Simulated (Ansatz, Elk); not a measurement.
# How far do independent atoms describe BeS2?

The structure of BeS2 used here is made up (a known structure type with other elements) and was relaxed beforehand with PBE. The aim is the Fourier transform of its all-electron density, F(hkl), set beside the sum over free spherical atoms that refinements use.

Program: Elk 11.2.3 (patched build). Level of theory: DFT, PBE, all-electron APW+lo, Dirac cores, scalar-relativistic bands, static density, no spin. Results are calculated unless marked as measured.

The structure was built from a prototype and need not be the compound's stable phase.

### 1. Set-up

The structure is trigonal, space group P-3m1 (No. 164). Conventional cell: a = 3.372 Å, b = 3.372 Å, c = 4.343 Å, α = 90.00°, β = 90.00°, γ = 120.00°. Nearest to S lie 3 Be at 2.26 Å. Be has 6 S at 2.26 Å nearest. Farther neighbours and most contacts between anions are not listed.

Coordinates:

```cif
data_structure
_symmetry_space_group_name_H-M 'P 1'
_symmetry_Int_Tables_number 1
_cell_length_a 3.3719
_cell_length_b 3.3719
_cell_length_c 4.3429
_cell_angle_alpha 90.000
_cell_angle_beta 90.000
_cell_angle_gamma 120.000
_cell_volume 42.76
loop_
_atom_site_label
_atom_site_type_symbol
_atom_site_fract_x
_atom_site_fract_y
_atom_site_fract_z
_atom_site_occupancy
S1 S 0.66667 0.33333 0.73664 1
S2 S 0.33333 0.66667 0.26336 1
Be3 Be 0.00000 0.00000 0.00000 1
```

### 2. Ground state and structure factors

An all-electron density is needed, since X-rays see the cores too. Task 0 finds the density and task 195 Fourier-transforms it; tshift is off so that phases refer to the origin typed.

elk.in

```
tasks
  0
  195

xctype
  20

spinpol
  .false.

rgkmax
  7.0

gmaxvr
  14.0

lmaxo
  7

lmaxapw
  8

swidth
  0.002

tshift
  .false.

ramdisk
  .false.

hmaxvr
  5.5

maxscl
  120

epspot
  1e-06

sppath
  './'

avec
  6.37188313433 -0.00000000000 -0.00000000000
  -3.18594156717 5.51821266428 0.00000000000
  -0.00000000000 0.00000000000 8.20682072015

atoms
  2
  'S.in'
  2
  0.6666666667 0.3333333333 0.7366393813   0.000000 0.000000 0.000000
  0.3333333333 0.6666666667 0.2633606187   0.000000 0.000000 0.000000
  'Be.in'
  1
  0.0000000000 -0.0000000000 0.0000000000   0.000000 0.000000 0.000000

ngridk
  8 8 5
```

Command:

```console
$ OMP_NUM_THREADS=4 elk
```

Numbers of over 12 decimals in the logs are rounded to 6 here.

The program printed:

```text
┌─────────────────────────┐
│ Elk code version 11.2.3 │
└─────────────────────────┘

All units are atomic (Hartree, Bohr, etc.)

┌─────────────────────────────────────────────────┐
│ Ground-state run starting from atomic densities │
└─────────────────────────────────────────────────┘

Lattice vectors :
   6.371883134      -0.000000000      -0.000000000
  -3.185941567       5.518212664       0.000000000
  -0.000000000       0.000000000       8.206820720

Reciprocal lattice vectors :
  0.9860798095      0.5693134435       0.000000000
   0.000000000       1.138626887       0.000000000
   0.000000000       0.000000000      0.7656052839

Unit cell volume      :    288.5633570
Brillouin zone volume :   0.8596039913

Muffin-tin inner radius fraction :   0.1000000000E-01

Nuclei treated as point charges

Species : 1 (S)
 parameters loaded from : S.in
 name : sulphur
 nuclear charge    :   -16.00000000
 electronic charge :    16.00000000
 atomic mass :    58450.91931
 muffin-tin radius :    2.200000000
 number of radial points in muffin-tin :    793
 inner part over the whole radius :   0.9890556315E-02
 number on inner part of muffin-tin    :    554
 approximate nuclear radius :   0.6195814986E-04
 number of mesh points to nuclear radius :    251
 atomic positions (lattice), magnetic fields (Cartesian) :
  1 :  -0.33333333  0.33333333 -0.26336062    0.00000000  0.00000000  0.00000000
  2 :   0.33333333 -0.33333333  0.26336062    0.00000000  0.00000000  0.00000000

Species : 2 (Be)
 parameters loaded from : Be.in
 name : beryllium
 nuclear charge    :   -4.000000000
 electronic charge :    4.000000000
 atomic mass :    16428.20280
 muffin-tin radius :    1.800000000
 number of radial points in muffin-tin :    593
 inner part over the whole radius :   0.9826427374E-02
 number on inner part of muffin-tin    :    403
 approximate nuclear radius :   0.4290726161E-04
 number of mesh points to nuclear radius :    156
 atomic positions (lattice), magnetic fields (Cartesian) :
  1 :   0.00000000  0.00000000  0.00000000    0.00000000  0.00000000  0.00000000

Total number of atoms per unit cell :    3
Total muffin-tin volume :    113.6335007
 ratio of muffin-tin to unit cell volume :   0.3937904724

Spin treatment :
 spin-unpolarised

Number of Bravais lattice symmetries :   24
Number of crystal symmetries         :   12
Crystal has inversion symmetry
Real symmetric eigensolver will be used

k-point grid :      8     8     5
k-point offset :    0.000000000       0.000000000       0.000000000
k-point set is reduced with full crystal symmetry group
Total number of k-points :       40

Muffin-tin radius times maximum |G+k| :    7.000000000
 using average radius
Maximum |G+k| for APW functions       :    3.387096774
Maximum (1/2)|G+k|²                   :    5.736212279
Maximum |G| for potential and density :    14.00000000
Constant for pseudocharge density :    8
 order of it for each species :   15  15
 order of it for pair densities of each species (exact exchange by exxq0 0: 16) :   11   6
Radial integration step length :    1

G-vector grid sizes :     30    30    40
Number of G-vectors :    13387

Maximum angular momentum used for
 APW functions            :    8
 outer part of muffin-tin :    7
 inner part of muffin-tin :    2

Total nuclear charge    :   -36.00000000
Total core charge       :    22.00000000
Total valence charge    :    14.00000000
Total excess charge     :    0.000000000
Total electronic charge :    36.00000000

Effective Wigner radius, rₛ :    1.241509434

Number of empty states         :     12
Total number of valence states :     20
Total number of core states    :     22

Third-order local-orbitals added for an l without core states : T
Total number of local-orbitals :     17

Exchange-correlation functional :     20     0     0
 Perdew-Burke-Ernzerhof, Phys. Rev. Lett. 77, 3865 (1996)
 gradient requirement :    1
 generalised gradient approximation (GGA)

Smearing type :    3
 Fermi-Dirac
Smearing width :   0.2000000000E-02
[...]
exchange                    :     -52.691846807754
 correlation                 :     -1.414147
 electron entropic           :    -0.50983325823982E-03
 total energy                :     -815.41218294846

Density of states at Fermi energy :    35.60988113
 (states/Hartree/unit cell)

Estimated indirect band gap :   0.2058073360E-02
 from k-point 31 to k-point 30
Estimated direct band gap   :   0.1362175887E-01
 at k-point 27

Charges :
 core                        :    22.00000000
 valence                     :    14.00000000
 interstitial                :    4.464595103
 muffin-tins (core leakage)
  species : 1 (S)
   atom 1                    :    14.35064715     (  0.6928779599E-04)
   atom 2                    :    14.35064715     (  0.6928779599E-04)
  species : 2 (Be)
   atom 1                    :    2.834110588     (  0.1143785293E-02)
 total in muffin-tins        :    31.53540490
 total calculated charge     :    35.99893968
 total charge                :    36.00000000
 error                       :   0.1060316707E-02

RMS change in Kohn-Sham potential (target) :    5.376682439     (  0.1000000000E-05)
Absolute change in total energy (target)   :    1.621116412     (  0.1000000000E-03)

[... loops 3 to 13 left out ...]

┌──────────────────┐
│ Loop number : 14 │
└──────────────────┘

Energies :
 Fermi                       :     0.221589
 sum of occupied eigenvalues :     -451.76831270516
 electron kinetic            :      816.49322722048
 core electron kinetic       :      788.73033001615
 Coulomb                     :     -1575.5065166622
 Coulomb potential           :     -1198.2884856053
 nuclear-nuclear             :     -152.87962367583
 electron-nuclear            :     -1649.9391922011
 Hartree                     :      227.31229921480
 Madelung                    :     -976.36227385955
 xc potential                :     -69.973054320378
 exchange                    :     -52.737535878419
 correlation                 :     -1.412073
 electron entropic           :    -0.59602628962478E-03
 total energy                :     -813.16349476434

Density of states at Fermi energy :    43.04485319
 (states/Hartree/unit cell)

Estimated indirect band gap :   0.3127240519E-02
 from k-point 17 to k-point 7
Estimated direct band gap   :   0.1157744143E-01
 at k-point 27

Charges :
 core                        :    22.00000000
 valence                     :    14.00000000
 interstitial                :    4.377831993
 muffin-tins (core leakage)
  species : 1 (S)
[...]
species : 2 (Be)
[...]
total in muffin-tins        :    31.62216801
 total calculated charge     :    35.99893785
 total charge                :    36.00000000
 error                       :   0.1062153120E-02

RMS change in Kohn-Sham potential (target) :   0.4283362476E-06 (  0.1000000000E-05)
Absolute change in total energy (target)   :   0.2014394840E-04 (  0.1000000000E-03)

Convergence targets achieved

┌──────────────────┐
│ Loop number : 15 │
└──────────────────┘

Energies :
 Fermi                       :     0.221589
 sum of occupied eigenvalues :     -451.76831186347
 electron kinetic            :      816.49322823640
 core electron kinetic       :      788.73033035803
 Coulomb                     :     -1575.5065172660
 Coulomb potential           :     -1198.2884856731
 nuclear-nuclear             :     -152.87962367583
 electron-nuclear            :     -1649.9391932693
 Hartree                     :      227.31229967912
 Madelung                    :     -976.36227442941
 xc potential                :     -69.973054426755
 exchange                    :     -52.737535915969
 correlation                 :     -1.412073
 electron entropic           :    -0.59602630494855E-03
 total energy                :     -813.16349439205

Density of states at Fermi energy :    43.04485422
 (states/Hartree/unit cell)

Estimated indirect band gap :   0.3127239959E-02
 from k-point 17 to k-point 7
Estimated direct band gap   :   0.1157743953E-01
 at k-point 27

Charges :
 core                        :    22.00000000
 valence                     :    14.00000000
 interstitial                :    4.377831938
 muffin-tins (core leakage)
  species : 1 (S)
   atom 1                    :    14.43297401     (  0.6907274606E-04)
   atom 2                    :    14.43297401     (  0.6907274606E-04)
  species : 2 (Be)
   atom 1                    :    2.756220038     (  0.1124980873E-02)
 total in muffin-tins        :    31.62216806
 total calculated charge     :    35.99893785
 total charge                :    36.00000000
 error                       :   0.1062153052E-02

┌──────────────────────────────┐
│ Self-consistent loop stopped │
└──────────────────────────────┘

Warning : core states of species 2 leak from the muffin-tin :   0.1124980873E-02

Wrote STATE.OUT
```

It took 6.5 s on 4 threads of Arm Neoverse V2, shared host; peak memory 0.16 GiB.

SFACRHO.OUT:

```text

h k l indices transformed by vhmat matrix:
   1.000000000       0.000000000       0.000000000    
   0.000000000       1.000000000       0.000000000    
   0.000000000       0.000000000       1.000000000    

      h      k      l  multipl.   |H|            Re(F)            Im(F)           |F|

      0      0      0      1   0.0000000       35.999999     -0.65472577E-16   35.999999    
      0      0     -1      2  0.76560528      0.71769726     -0.13978313E-16  0.71769726    
      0      1      0      6   1.1386269      -9.6024331      0.53736254E-17   9.6024331    
      1     -1      1      6   1.3720870       21.996374      0.52726752E-15   21.996374    
      1     -1     -1      6   1.3720870      -16.007039     -0.39966579E-14   16.007039    
      0      0     -2      2   1.5312106      -18.668234     -0.80339556E-14   18.668234    
      0      1      2      6   1.9081606       8.2159540     -0.29750817E-14   8.2159540    
      1     -1     -2      6   1.9081606       13.476910      0.20050379E-14   13.476910    
     -2      1      0      6   1.9721596       19.707198     -0.91074252E-16   19.707198    
     -1     -1     -1     12   2.1155531      0.12369620     -0.98875723E-17  0.12369620    
     -2      2      0      6   2.2772538      -6.8968346     -0.15521595E-16   6.8968346    
      0      0     -3      2   2.2968159       5.6927995      0.29859476E-14   5.6927995    
      0     -2     -1      6   2.4025062      -11.831537     -0.30173141E-14   11.831537    
     -2      2      1      6   2.4025062       16.338609     -0.11241328E-16   16.338609    
      2     -1      2     12   2.4968018      -14.389593      0.26348561E-15   14.389593    
      0      1     -3      6   2.5635589       13.000085      0.99956390E-14   13.000085    
     -1      0      3      6   2.5635589      -13.903795      0.70140989E-14   13.903795    
      2      0      2      6   2.7441739       6.8524074     -0.19869027E-14   6.8524074
```

Elk indexes on the primitive cell of elk.in and gives |H| = 4π sin θ/λ in inverse bohr. Below, one row stands for each form hkl of the conventional cell (m members, Friedel mates merged), F is for one primitive cell and the density is static (no thermal factor). Free-atom factors are Waasmaier and Kirfel's, and R is Σm||F|−|F'||/Σm|F|.

```csv
hkl,m,sin θ/λ (Å⁻¹),"abs F, DFT",neutral atoms,diff.
001,2,0.115,0.718,0.568,+0.149
100,6,0.171,9.602,9.660,-0.057
011,6,0.206,21.996,21.826,+0.171
101,6,0.206,16.007,15.945,+0.062
002,2,0.230,18.668,18.519,+0.149
012,6,0.287,8.216,8.162,+0.054
102,6,0.287,13.477,13.514,-0.037
110,6,0.297,19.707,19.883,-0.176
111,12,0.318,0.124,0.185,-0.061
200,6,0.343,6.897,6.850,+0.047
003,2,0.345,5.693,5.809,-0.116
021,6,0.361,11.832,11.960,-0.128
201,6,0.361,16.339,16.507,-0.169
112,12,0.376,14.390,14.406,-0.016
103,6,0.386,13.000,12.963,+0.037
013,6,0.386,13.904,13.860,+0.044
202,6,0.413,6.852,6.892,-0.039
022,6,0.413,11.490,11.372,+0.118
```

### 3. The highest occupied states alone

An energy window below the Fermi level keeps the highest occupied states, to see at which angles they scatter; shallow core shells can lie inside it and anion s states outside. No new self-consistency is needed.

elk.in: that of step 2 with these lines changed.

```diff
@@ -1,3 +1,2 @@
 tasks
-  0
   195
@@ -40,2 +39,5 @@
 
+wsfac
+  -0.219400 0.521590
+
 sppath
```

Command:

```console
$ OMP_NUM_THREADS=4 elk
```

The program printed:

```text
┌─────────────────────────────────┐
│ Elk code version 11.2.3 started │
└─────────────────────────────────┘

Info(readinput): the functional depends on the density's gradient
 muffin-tin radial points multiplied by    2.00000
 (not where nrmtscf is given)

┌────────────────────┐
│ Current task : 195 │
└────────────────────┘

Info(sfacrho): density structure factors written to SFACRHO.OUT

 Energy window :  -0.2194000000      0.5215900000

┌──────────────────┐
│ Elk code stopped │
└──────────────────┘
```

The job ended after 2.2 s (4 threads; peak memory 0.17 GiB; 2.7 s of CPU time).

States within 12 eV below the Fermi level hold 11.16 electrons; any levels below the window count with the cores, and a count that is not whole means the window cuts a band. Their amplitudes can exceed the total, where window and core parts have opposite phase:

```csv
hkl,sin θ/λ (Å⁻¹),"abs F, window","abs F, all"
001,0.115,0.320,0.718
100,0.171,1.345,9.602
011,0.206,2.420,21.996
101,0.206,1.746,16.007
002,0.230,1.713,18.668
012,0.287,0.163,8.216
102,0.287,0.341,13.477
110,0.297,0.201,19.707
111,0.318,0.114,0.124
200,0.343,0.069,6.897
```

(Part 1 of 2 ends here.)

[Logs are printed without paths, hosts, clocks, repeated set-up lines and the standing remarks that a program may print on its own settings, such as how far it seeks lower states.]

[Hosts, paths, dates, database ids (printed as entryN), source tags and the programs' standing remarks are cut or masked in the printed files.]
